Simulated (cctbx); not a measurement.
# Accept or mend?

Cell a = 4.9280 Å, b = 11.5190 Å, c = 5.6700 Å, α = 90.00°, β = 90.00°, γ = 90.00°; space group Pbcn (no. 60). The compound is LiTlF4.

The data are simulated with cctbx, not measured: Cu Kα, λ = 1.54184 Å, to d = 0.83 Å, 70 % of the full sphere, strongest reflection 5000 counts, noise from counting, a 6 % proportional error and a noise floor of 15 counts (s.d.); no absorption.

An isotropic refinement with weights 1/σ² prints:

```text
Rint 0.053, 294 unique reflections to 0.83 A
cycle     R1     wR2    GooF  max shift (A)
   1  0.0293  0.0682   1.443   0.40868
  12  0.0239  0.0555   1.174   0.00473
final R1 0.0239 wR2 0.0555 GooF 1.174  parameters 16  data/parameter 18.4
atom        x        y        z      Ueq    occ   su(xyz)  su(Uiso or U11)
Tl1    0.50000  0.83029  0.75000   0.0064  1.000  0.00004  0.0002
F1     0.76856  0.20449  0.60834   0.0143  1.000  0.00163  0.0015
F2     0.75049  0.04901  0.09185   0.0281  1.000  0.00236  0.0019
Li1    0.50000  0.56786  0.75000   0.0212  1.000  0.00234  0.0054
Li2    0.13127  0.46144  0.15749   0.4547  1.000  0.06430  0.2010
difference map: max 1.89 min -2.47 rms 0.54
Q1    0.9833  0.3223  0.6608    8    2.06  0.52 A from Tl1
Q2    0.1489  0.4022  0.6484    8    1.97  1.25 A from Tl1
Q3    0.0748  0.1726  0.5644    8    1.55  1.57 A from F1
Q4    0.1609  0.3847  0.4560    8    1.55  1.21 A from F1
Q5    0.0572  0.3731  0.1304    8    1.52  1.09 A from Li2
Q6    0.1567  0.2941  0.3045    8    1.50  0.74 A from F1
```

Q: Accept it or mend it, and why?

Mend it. The fault: spurious atom: Li2. Against the right model at the same level, R1 goes from 0.0239 to 0.0239 and GooF from 1.17 to 1.17 and Li2 takes U = 0.45 Å². A site with no density behind it hides by a very large U or drifts. The fit had not settled when the cycles ran out.

The compound is LiTlF4. The right model at the same level gives:

```text
Rint 0.053, 294 unique reflections to 0.83 A
cycle     R1     wR2    GooF  max shift (A)
   1  0.1056  0.2256   4.739   0.09388
   2  0.0239  0.0558   1.172   0.00031
final R1 0.0239 wR2 0.0558 GooF 1.172  parameters 12  data/parameter 24.5
atom        x        y        z      Ueq    occ   su(xyz)  su(Uiso or U11)
Tl1    0.50000  0.83029  0.75000   0.0063  1.000  0.00004  0.0002
F1     0.76853  0.20445  0.60817   0.0143  1.000  0.00163  0.0015
F2     0.75037  0.04874  0.09170   0.0282  1.000  0.00235  0.0019
Li1    0.50000  0.56754  0.75000   0.0213  1.000  0.00233  0.0054
difference map: max 1.88 min -2.51 rms 0.54
Q1    0.9834  0.3228  0.6613    8    2.05  0.52 A from Tl1
Q2    0.1493  0.4032  0.6485    8    1.96  1.26 A from Tl1
Q3    0.0587  0.3746  0.1303    8    1.59  1.80 A from F2
Q4    0.1606  0.3850  0.4558    8    1.54  1.21 A from F1
Q5    0.2130  0.4880  0.8335    8    1.52  0.63 A from F2
Q6    0.0749  0.1725  0.5641    8    1.50  1.57 A from F1
```

Isotropic U is held between 0.0001 and 1 Å² by the program, and listed peak heights are interpolated, so they can pass the grid's maximum.

This is a model crystal, built by substitution and not relaxed, with assumed displacement parameters.

[Middle refinement cycles are left out of these outputs.]

[Logs are printed without paths, hosts, clocks, repeated set-up lines and the standing remarks that a program may print on its own settings, such as how far it seeks lower states.]
